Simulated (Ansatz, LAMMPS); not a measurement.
# Localised basis functions on glassy 77SiO2-6B2O3-8CaO-8MgO (mol %) (142 atoms)

Wanted: errors and times of a linear-scaling basis for glassy 77SiO2-6B2O3-8CaO-8MgO (mol %) (142 atoms). A setting counts as converged where the r.m.s. difference of forces stays under 1 % of the r.m.s. force.

Method: Kohn-Sham DFT, PBE, PAW (set soft_2), plane waves, in Ansatz 0.2.0.

### Step 1. The structure

The cell holds 142 atoms: 37 Si, 6 B, 4 Ca, 4 Mg and 91 O. Its edges and angles: a = 12.174 Å, b = 12.174 Å, c = 12.174 Å, α = 90.0°, β = 90.0°, γ = 90.0°. 142 atoms (37 Si, 6 B, 4 Ca, 4 Mg, 91 O) placed at random at 2.31 g/cm³, melted at 3000 K for 20 ps at fixed volume with the Buckingham and Coulomb pair potential of Guillot and Sator (Geochim. Cosmochim. Acta 71, 1249 (2007)) with the boron terms of Wang et al. (J. Non-Cryst. Solids 498, 294 (2018)). Quenched from 3000 K to 300 K at 10 K/ps and fixed volume, held 10 ps at zero pressure.

What the set-up can't give: The quench rate of 10 K/ps far exceeds what a furnace or splat quench reaches, so expect more defects and frozen-in strain than in a real sample. The network of bonds at the start is that of the classical potential that made the cell, and needn't be the one that DFT or experiment would give. Only the Γ point is sampled, in a cell whose shortest periodic width is 12 Å.

### Step 2. The classical run that made the cell

A classical potential makes the cell, at a small fraction of what the same run would cost in DFT.

This step: classical MD, Buckingham and Coulomb pair potential of Guillot and Sator (Geochim. Cosmochim. Acta 71, 1249 (2007)) with the boron terms of Wang et al. (J. Non-Cryst. Solids 498, 294 (2018)) (LAMMPS 22 Jul 2025 - Update 4).

in.lmp reads:

```
# melt-quench of Si37B6Ca4Mg4O91
units metal
atom_style charge
boundary p p p
region box block 0 12.6576 0 12.6576 0 12.6576
create_box 5 box
mass 1 28.0850   # Si
mass 2 10.8100   # B
mass 3 40.0780   # Ca
mass 4 24.3050   # Mg
mass 5 15.9990   # O
create_atoms 1 random 37 896136 NULL overlap 1.5 maxtry 2000
create_atoms 2 random 6 896143 NULL overlap 1.5 maxtry 2000
create_atoms 3 random 4 896150 NULL overlap 1.5 maxtry 2000
create_atoms 4 random 4 896157 NULL overlap 1.5 maxtry 2000
create_atoms 5 random 91 896164 NULL overlap 1.5 maxtry 2000
pair_style buck/coul/long 9.0
pair_coeff * * 0.0 1.0 0.0
pair_coeff 1 5 50306.10 0.161 46.2978   # Si-O
pair_coeff 2 5 206941.81 0.124 35.0018   # B-O
pair_coeff 3 5 155667.70 0.178 42.2597   # Ca-O
pair_coeff 4 5 32652.64 0.178 27.281   # Mg-O
pair_coeff 5 5 9022.79 0.265 85.0921   # O-O
pair_coeff 2 2 484.40 0.35 0.0   # B-B
pair_coeff 1 2 337.70 0.29 0.0   # Si-B
set type 1 charge 1.89
set type 2 charge 1.4175
set type 3 charge 0.945
set type 4 charge 0.945
set type 5 charge -0.945
kspace_style pppm 1.0e-4
neigh_modify delay 0 every 1 check yes
thermo_style custom step time temp pe press density
thermo_modify norm yes
# [... 17 lines left out ...]
fix md all nvt temp 3000 300 0.1
run 270000 post no
unfix md
thermo 3333
fix md all npt temp 300 300 0.1 iso 0 0 1
run 10000 post no
unfix md
write_dump all custom glass.dump id type xs ys zs modify sort id
```

Run with:

```sh
> lmp -in in.lmp -log none -nocite
```

The log of the run:

```text
LAMMPS (22 Jul 2025 - Update 4)
Created orthogonal box = (0 0 0) to (12.6576 12.6576 12.6576)
Created 37 atoms
Created 6 atoms
Created 4 atoms
Created 4 atoms
Created 91 atoms
PPPM initialization ...
  G vector (1/distance) = 0.33732138
  grid = 12 12 12
  estimated relative force accuracy = 4.0576509e-05
   Step          Time           Temp          PotEng         Press         Density
         0   0              0             -1.1390282      815972.35      2.3070157
       100   0.1            0             -11.071308     -33454.518      2.3070157
       105   0.105          0             -11.080704     -34467.262      2.3070157
Loop time of 0.115215 s on 1 MPI rank(s) for 105 steps with 142 atoms
Minimization stats:
  Stopping criterion = energy tolerance
  Energy initial, next-to-last, final =
     -1.13902818694687   -11.080035580404  -11.0807037300889
  Force two-norm initial, final = 452.11592 2.2195483
  Iterations, force evaluations = 105 161
[... 7 lines left out ...]
      3333   3.333          3203.8196     -10.784608      14879.237      2.3070157
      6666   6.666          3116.6547     -10.791945     -6544.4975      2.3070157
      9999   9.999          2957.7419     -10.768332     -6410.5106      2.3070157
     13332   13.332         3585.623      -10.772824     -13214.39       2.3070157
     16665   16.665         2974.2227     -10.848851     -3125.5045      2.3070157
[... 2 lines left out ...]
Loop time of 10.8935 s on 1 MPI rank(s) for 20000 steps with 142 atoms
   Step          Time           Temp          PotEng         Press         Density
[... 12 lines left out ...]
Loop time of 143.425 s on 1 MPI rank(s) for 270000 steps with 142 atoms
   Step          Time           Temp          PotEng         Press         Density
[... 1 line left out ...]
    293304   293.304        316.44205     -11.290486      227.79287      2.6291694
    296637   296.637        305.43844     -11.294689      11741.72       2.6030801
    299970   299.97         288.5197      -11.291379      12794.647      2.6054036
    301000   301            296.95682     -11.28787       1521.1399      2.5928631
Loop time of 6.87037 s on 1 MPI rank(s) for 10000 steps with 142 atoms
```

It took 2.7 min on 1 thread of Arm Neoverse V2, shared host; peak memory 0.069 GiB.

### Step 3. Plane-wave single point

The first run fixes the reference, at a cutoff of 420 eV.

input.yaml reads:

```yaml
crystal:
  lattice:
    - [12.17424, 0.0, 0.0]
    - [0.0, 12.17424, 0.0]
    - [0.0, 0.0, 12.17424]
  atoms:
    - { symbol: Si, position: [0.3276, 0.75148, 0.00496] }
    - { symbol: Si, position: [0.25056, 0.93991, 0.3505] }
    - { symbol: Si, position: [0.72454, 0.32106, 0.41228] }
    - { symbol: Si, position: [0.33624, 0.23996, 0.23274] }
    - { symbol: Si, position: [0.8629, 0.84813, 0.54401] }
    - { symbol: Si, position: [0.05003, 0.88081, 0.20958] }
    - { symbol: Si, position: [0.15844, 0.59221, 0.88136] }
    - { symbol: Si, position: [0.6467, 0.98735, 0.95432] }
    - { symbol: Si, position: [0.47957, 0.81778, 0.82616] }
    - { symbol: Si, position: [0.14794, 0.92594, 0.9894] }
    - { symbol: Si, position: [0.02072, 0.6299, 0.26298] }
    - { symbol: Si, position: [0.0642, 0.03059, 0.76963] }
    - { symbol: Si, position: [0.08811, 0.25661, 0.87932] }
    - { symbol: Si, position: [0.38425, 0.45252, 0.12345] }
    - { symbol: Si, position: [0.76991, 0.53692, 0.25983] }
    - { symbol: Si, position: [0.25073, 0.661, 0.65213] }
    - { symbol: Si, position: [0.42627, 0.37987, 0.75318] }
    - { symbol: Si, position: [0.19585, 0.52855, 0.4349] }
    - { symbol: Si, position: [0.02934, 0.27816, 0.21608] }
    - { symbol: Si, position: [0.8196, 0.60705, 0.60515] }
    - { symbol: Si, position: [0.84731, 0.92138, 0.79504] }
    - { symbol: Si, position: [0.65584, 0.29316, 0.63994] }
    - { symbol: Si, position: [0.57306, 0.18128, 0.25095] }
    - { symbol: Si, position: [0.95801, 0.24008, 0.4369] }
    - { symbol: Si, position: [0.38514, 0.00577, 0.73117] }
    - { symbol: Si, position: [0.88047, 0.2128, 0.03825] }
    - { symbol: Si, position: [0.86671, 0.01174, 0.33792] }
    - { symbol: Si, position: [0.69172, 0.74864, 0.19137] }
    - { symbol: Si, position: [0.35983, 0.11245, 0.50562] }
    - { symbol: Si, position: [0.14314, 0.48991, 0.1012] }
    - { symbol: Si, position: [0.58505, 0.0605, 0.5956] }
    - { symbol: Si, position: [0.44369, 0.55388, 0.33696] }
    [... 104 atom lines left out ...]
    - { symbol: O, position: [0.95019, 0.96266, 0.24552] }
    - { symbol: O, position: [0.35045, 0.43053, 0.65312] }
    - { symbol: O, position: [0.09467, 0.16307, 0.19526] }
    - { symbol: O, position: [0.18804, 0.40104, 0.47606] }
    - { symbol: O, position: [0.78349, 0.28245, 0.97965] }
    - { symbol: O, position: [0.45521, 0.68534, 0.29997] }
kpoints:
  mp_grid: { grid: [1, 1, 1] }
hamiltonian:
  xc: pbe
scf:
  occupations: { method: fixed }
output:
  forces: true
  stress: true
  populations: true
  dos:
    method: { smearing: { sigma: 0.15 } }
    de: 0.1
    projected: { site_lists: { B: [B], Ca: [Ca], Mg: [Mg], O: [O], Si: [Si] } }
  eigenvalues: true
  write_density: true
  write_potential: true
  volumetric_format: npy
  elf: true
```

Run with:

```sh
> ansatz run input.yaml --threads 4 --pin off --max-ram 8192MiB --backend cpu --events-out ev --progress --plain --runs-dir out
```

The log of the run:

```text
Engine: ansatz 0.2.0, aarch64-unknown-linux-gnu
Pseudopotentials: kind: paw
Pseudopotential: Si, paw, valence charge 4, recommended cutoff 420 eV (normal), Si.paw.azcp
Pseudopotential: B, paw, valence charge 3, recommended cutoff 420 eV (normal), B.paw.azcp
Pseudopotential: Ca, paw, valence charge 10, recommended cutoff 420 eV (normal), Ca.paw.azcp
Pseudopotential: Mg, paw, valence charge 10, recommended cutoff 420 eV (normal), Mg.paw.azcp
Pseudopotential: O, paw, valence charge 6, recommended cutoff 420 eV (normal), O.paw.azcp
[... 5 lines on functional and potentials left out ...]
Crystal: 142 atoms, lattice volume = 1804.370 Å³
Basis set: ecut = 420 eV, 35273 PW (Γ), exchange–correlation on 180×180×180 points (8 copies of the dense FFT grid, shifted against one another)
Bands: 538, of which v1, the nominal top of the filled ones, is band 396 counted from 1 (395 counted from 0)
Symmetry: 1 space group operations
Space group: P1 (ITA 1), of the structure as read, at distance tolerance 1.2e-4 Å
k-points: 1
[... 11 lines on functional and potentials left out ...]
Initial density: superposition of atomic densities (neutral atoms: chi_scale 0, normalization atom), corrected by the library's trained network
Initial wavefunctions: pseudopotential atomic-orbital guess
Functional: x = pbe(κ = 0.804, μ = 0.219515), c = pbe(β = 0.066725)
SCF iter   1: F=—  HF=-91204.919453 eV  |F-HF|=—  |Δ(HF+E_count)|=         —  Δρ=2.42e-3  dr2=1.36e-1  ethr=1.77e-3  ⟨swp⟩=6.0  Hψ=2102  notcnv=0  defer=140
preconditioner: auto → Resta (q_TF=auto, 2.378 Å⁻¹)  ε∞=3.2  [insulator: Δε(μ)=3.313 eV  Ē_g=16.254 eV  n_scr=436 (ndim 8)  ℏωp=24.0 eV  f_vac=0.138  ε∞_Penn≈3.2]
SCF iter   2: F=—  HF=-91204.917947 eV  |F-HF|=—  |Δ(HF+E_count)|=   1.51e-3  Δρ=1.25e-3  dr2=3.11e-2  ethr=1.71e-5  ⟨swp⟩=3.0  Hψ=998  notcnv=0  defer=140
SCF iter   3: F=—  HF=-91204.919652 eV  |F-HF|=—  |Δ(HF+E_count)|=   1.71e-3  Δρ=5.46e-4  dr2=8.72e-3  ethr=3.93e-6  ⟨swp⟩=4.0  Hψ=695  notcnv=0  defer=140
SCF iter   4: F=—  HF=-91204.919167 eV  |F-HF|=—  |Δ(HF+E_count)|=   4.85e-4  Δρ=1.95e-4  dr2=7.84e-4  ethr=1.10e-6  ⟨swp⟩=3.0  Hψ=694  notcnv=0  defer=140
SCF iter   5: F=—  HF=-91204.919201 eV  |F-HF|=—  |Δ(HF+E_count)|=   3.43e-5  Δρ=1.17e-4  dr2=2.18e-4  ethr=9.90e-8  ⟨swp⟩=3.0  Hψ=779  notcnv=0  defer=140
SCF iter   6: F=—  HF=-91204.919236 eV  |F-HF|=—  |Δ(HF+E_count)|=   3.45e-5  Δρ=2.84e-5  dr2=1.48e-5  ethr=2.75e-8  ⟨swp⟩=3.0  Hψ=692  notcnv=0  defer=140
SCF iter   7: F=—  HF=-91204.924048 eV  |F-HF|=—  |Δ(HF+E_count)|=   4.81e-3  Δρ=1.33e-5  dr2=3.06e-6  ethr=1.87e-9  ⟨swp⟩=3.0  Hψ=1317  notcnv=0  defer=137
SCF iter   8: F=—  HF=-91204.924050 eV  |F-HF|=—  |Δ(HF+E_count)|=   1.52e-6  Δρ=6.02e-6  dr2=6.08e-7  ethr=3.87e-10  ⟨swp⟩=2.0  Hψ=716  notcnv=0  defer=137
SCF iter   9: F=-91204.924050 eV  HF=-91204.924050 eV  |F-HF|=4.66e-8  |Δ(HF+E_count)|=   1.86e-7  Δρ=1.92e-6  dr2=7.10e-8  ethr=1.26e-11  ⟨swp⟩=22.0  Hψ=5908  notcnv=0
SCF 1 converged in 9 iterations: F = -91204.924050 eV  dr2 = 7.10e-8
  greatest PAW one-centre occupation: 1.000 electrons in one spin orbital (limit 2), on the Mg atom at site 50 (counted from 0), in its partial waves of l = 0
SCF converged after 9 iterations
Free energy (F): -91204.924050 eV
Harris-Foulkes:  -91204.924050 eV  (|F-HF|=4.66e-8)
Internal energy: -91204.924050 eV  (E = F + TS)
E sigma→0 (E₀):  -91204.924050 eV
Fermi energy:    4.627163 eV
--- Per-component energies (eV) ---
  E_band       = -4877.272293
  E_kinetic    = 19570.427996
  E_local      = -57630.065596  (includes V_loc(G=0)·N_el)
  E_nonlocal   = 5951.977743
  E_hartree    = 21244.169363
  E_xc         = -9667.780587
  E_vxc        = -11434.630536  (∫ρ·V_xc dr)
  E_paw        = -38515.225671  (= ΣΔE_a)
  E_vpaw       = -3823.561165  (= ΣTr[D̂ρ^β])
  E_aug_tail   = 0.232515  (compensation charges beyond the density's cutoff)
  E_ewald      = -32158.659814
  E_smearing   = -0.000000  (= −TS)
  E_closure    = -0.000000  (closes the sum)
  Σ components = -91204.924050   (vs F -91204.924050, Δ=0.00e0)
--- Forces (eV/Å), atoms counted from 1 ---
  atom   1  Si     1.20569873    -1.09693431    -0.05104414
  atom   2  Si    -0.32355390    -2.40092936     0.61883273
  atom   3  Si    -0.54756980     1.18276711    -0.46094928
  atom   4  Si    -0.98851363    -0.34810641     0.54174715
  atom   5  Si     3.12091453    -1.19373324     2.05152080
  atom   6  Si     0.09168966     0.39143044     0.21878098
  atom   7  Si     0.44886297     0.26376430     3.09780921
  atom   8  Si    -2.64592270    -2.68948304     0.35138673
  atom   9  Si     3.48541259     0.87789817     1.18996207
  atom  10  Si     1.04507786     1.14812179     1.83079269
  atom  11  Si     0.19193935    -0.90942299    -1.15936308
  atom  12  Si     0.24431063    -1.32916271    -0.19020010
  atom  13  Si    -0.04928285     0.44424507     2.09360741
  atom  14  Si     0.07859507     0.59211767     0.02343335
[...]
atom 141  O     -0.26409317     0.28418016    -0.14645280
  atom 142  O      0.16110194     1.35981989    -0.44241487
  max |Σ_I F_I| component: 1.20e-4 eV/Å
--- Stress (GPa, compression-positive) ---
        0.332103      -0.539934      -0.171964
       -0.539936       1.112779      -0.276928
       -0.171961      -0.276924      -0.415372
  P = ⅓ Tr σ = 0.3432 GPa (3.432 kbar)
--- Band table (eV) ---
  k-point 0: bands = ["-70.1043", "-69.7837", "-69.3992", "-69.1494", [... 522 levels ...], "13.9044", "13.9132", "13.9574", "13.9867", "14.0025", "14.0229", "14.0649", "14.0898", "14.1337", "14.1549", "14.1906", "14.2367"]
--- Löwdin populations: 142 sites ---
  site symbol       q [e]
     0     Si      2.2020
     1     Si      2.2304
     2     Si      2.2023
[...]
141      O      6.6291
  spilling = 0.012755 (of n_electrons = 792.000000)
```

It took 45 s on 4 threads of Arm Neoverse V2, shared host; peak memory 2.8 GiB; 2.9 min of CPU time.

Numbers from this run:

* free energy: -91204.9240 eV
* free energy per atom: -642.2882 eV/atom
* SCF cycles: 9
* pressure: 0.3432 GPa
* r.m.s. force component: 1.067 eV/Å
* longest force: 4.429 eV/Å
* Fermi energy: 4.627 eV
* gap (highest filled to lowest empty level): 3.166 eV
* spilling of the projection: 0.01276

The r.m.s. force component of 1.1 eV/Å and the pressure of 0.34 GPa set the scale for the differences below.

### Step 4. Support functions medium

With localised support functions most steps grow linearly with size, though the diagonalisation grows faster unless the density matrix is cut; this run measures error and cost at this size. Besides, the program derives a nominal cutoff of 464 eV for this run, against the reference's 420.

This step: Kohn-Sham DFT, PBE, PAW (set soft_2), localised support functions (medium) (Ansatz 0.2.0).

input.yaml, the sections that differ from step 3:

```yaml
scf:
  occupations: { method: fixed }
  eigensolver: { kind: { support_functions: { accuracy: medium } } }
  max_iter: 150
output:
  forces: true
  eigenvalues: true
# crystal, kpoints, hamiltonian: as in step 3
```

The log of the run:

```text
Warning: scf.eigensolver.kind.support_functions: disabling space-group detection — the functions' gradient is summed over unrotated k-points, so no spatial operation reduces the k-mesh or symmetrises the density; time reversal is kept, so that k and −k are solved as one point where they differ and the mesh holds both, and exact exchange and, on two spinor components, a DFT+U term hold to it where the run has them: [...]
Warning: basis.ecutwfc = 464 eV, auto-derived: no grid that the accuracy of the support functions lays serves the files at the lower one that their records recommend; a deck with other species or settings can derive another value
settings of this run that can trade accuracy for cost: scf.eigensolver.kind.support_functions [...]
[...]
Crystal: 142 atoms, lattice volume = 1804.370 Å³
Basis set: ecut = 464 eV, 40843 PW (Γ), exchange–correlation on 180×180×180 points (8 copies of the dense FFT grid, shifted against one another)
Bands: 476, of which v1, the nominal top of the filled ones, is band 396 counted from 1 (395 counted from 0)
Symmetry: 1 space group operations
k-points: 1
[...]
SCF iter   1: F=—  HF=-91190.667140 eV  |F-HF|=—  |Δ(HF+E_count)|=         —  Δρ=1.12e-1  dr2=2.38e2  ethr=1.00e-1
[...]
SCF iter  13: F=—  HF=-91205.585451 eV  |F-HF|=—  |Δ(HF+E_count)|=   2.75e-3  Δρ=1.70e-5  dr2=9.35e-6  ethr=6.86e-9  κ⁻¹=3.0e-5(r=7)
SCF iter  14: F=-91205.587726 eV  HF=-91205.587727 eV  |F-HF|=4.13e-7  |Δ(HF+E_count)|=   2.28e-3  Δρ=8.14e-6  dr2=1.81e-6  ethr=1.18e-9
SCF 1 converged in 14 iterations: F = -91205.620797 eV  dr2 = 1.81e-6
[...]
SCF converged after 14 iterations
Stability not checked: this state was not tested for a lower state beside it, because the mixer in use, unlike msr1, does not test its closes by its own steps (another_mixer; see scf.mixing.algorithm and scf.lower_state_search)
Free energy (F): -91205.620797 eV
[...]
Internal energy: -91205.620797 eV  (E = F + TS)
E sigma→0 (E₀):  -91205.620797 eV
Fermi energy:    4.627644 eV
[...]
Σ components = -91205.620797   (vs F -91205.620797, Δ=0.00e0)
--- Forces (eV/Å), atoms counted from 1 ---
  atom   1  Si     1.20630486    -1.09717242    -0.05108163
  atom   2  Si    -0.32303833    -2.40095981     0.61937165
  atom   3  Si    -0.54819000     1.18301022    -0.46100960
  atom   4  Si    -0.98861798    -0.34826833     0.54173534
[...]
atom 142  O      0.16276098     1.35828132    -0.44167341
  max |Σ_I F_I| component: 2.62e-3 eV/Å
--- Band table (eV) ---
[...]
```

Wall time 2.9 min (4 threads); peak memory 5.4 GiB.

The program notes that the band table was not solved further than the SCF left it and it switched symmetry off.

Keys that differ from the reference: support_functions.accuracy = "medium" and scf.max_iter = 150.

Forces differ from the reference by 0.81 meV/Å r.m.s., 0.076 % of their size, well within a tolerance of 1 %; the energy by -4.9 meV/atom. It took roughly 3.9 times the reference's time (one timing each, with unlike analyses asked), in 14 cycles against 9.

### Step 5. Support functions low

With localised support functions most steps grow linearly with size, though the diagonalisation grows faster unless the density matrix is cut; this run measures error and cost at this size.

This step: Kohn-Sham DFT, PBE, PAW (set soft_2), localised support functions (low) (Ansatz 0.2.0).

input.yaml, the sections that differ from step 4:

```yaml
scf:
  occupations: { method: fixed }
  eigensolver: { kind: { support_functions: { accuracy: low } } }
  max_iter: 150
# crystal, kpoints, hamiltonian, output: as in step 4
```

The log of the run:

```text
[...]
Crystal: 142 atoms, lattice volume = 1804.370 Å³
Basis set: ecut = 420 eV, 35273 PW (Γ), exchange–correlation on 180×180×180 points (8 copies of the dense FFT grid, shifted against one another)
Bands: 476, of which v1, the nominal top of the filled ones, is band 396 counted from 1 (395 counted from 0)
Symmetry: 1 space group operations
k-points: 1
[...]
SCF iter   1: F=—  HF=-91190.662032 eV  |F-HF|=—  |Δ(HF+E_count)|=         —  Δρ=1.12e-1  dr2=2.38e2  ethr=1.00e-1
[...]
SCF iter  12: F=—  HF=-91205.582408 eV  |F-HF|=—  |Δ(HF+E_count)|=   3.47e-3  Δρ=5.39e-5  dr2=5.42e-5  ethr=1.60e-8  κ⁻¹=2.2e-5(r=7)
SCF iter  13: F=-91205.585162 eV  HF=-91205.585163 eV  |F-HF|=9.74e-7  |Δ(HF+E_count)|=   2.76e-3  Δρ=1.70e-5  dr2=9.35e-6  ethr=6.84e-9
SCF 1 converged in 13 iterations: F = -91205.620540 eV  dr2 = 9.35e-6
[...]
SCF converged after 13 iterations
[...]
Free energy (F): -91205.620540 eV
[...]
Internal energy: -91205.620540 eV  (E = F + TS)
E sigma→0 (E₀):  -91205.620540 eV
Fermi energy:    4.627839 eV
[...]
Σ components = -91205.620540   (vs F -91205.620540, Δ=0.00e0)
--- Forces (eV/Å), atoms counted from 1 ---
  atom   1  Si     1.20631367    -1.09714358    -0.05061044
  atom   2  Si    -0.32298527    -2.40135025     0.61905414
  atom   3  Si    -0.54817555     1.18350024    -0.46132697
  atom   4  Si    -0.98890391    -0.34830885     0.54157339
[...]
atom 142  O      0.16275783     1.35805066    -0.44155513
  max |Σ_I F_I| component: 3.61e-3 eV/Å
--- Band table (eV) ---
[...]
```

Run time: 2.7 min. Hardware: 4 threads; peak memory 5.3 GiB.

Keys that differ from the reference: support_functions.accuracy = "low" and scf.max_iter = 150.

Forces differ from the reference by 0.87 meV/Å r.m.s., 0.081 % of their size, well within a tolerance of 1 %; the energy by -4.9 meV/atom. It took roughly 3.6 times the reference's time (one timing each, with unlike analyses asked), in 13 cycles against 9.

(Part 1 of 3 ends here.)

[Long decimals in the printed logs are rounded to 6 places.]

[Logs are printed without paths, hosts, clocks, repeated set-up lines and the standing remarks that a program may print on its own settings, such as how far it seeks lower states.]

[Hosts, paths, dates, database ids (printed as entryN), source tags and the programs' standing remarks are cut or masked in the printed files.]
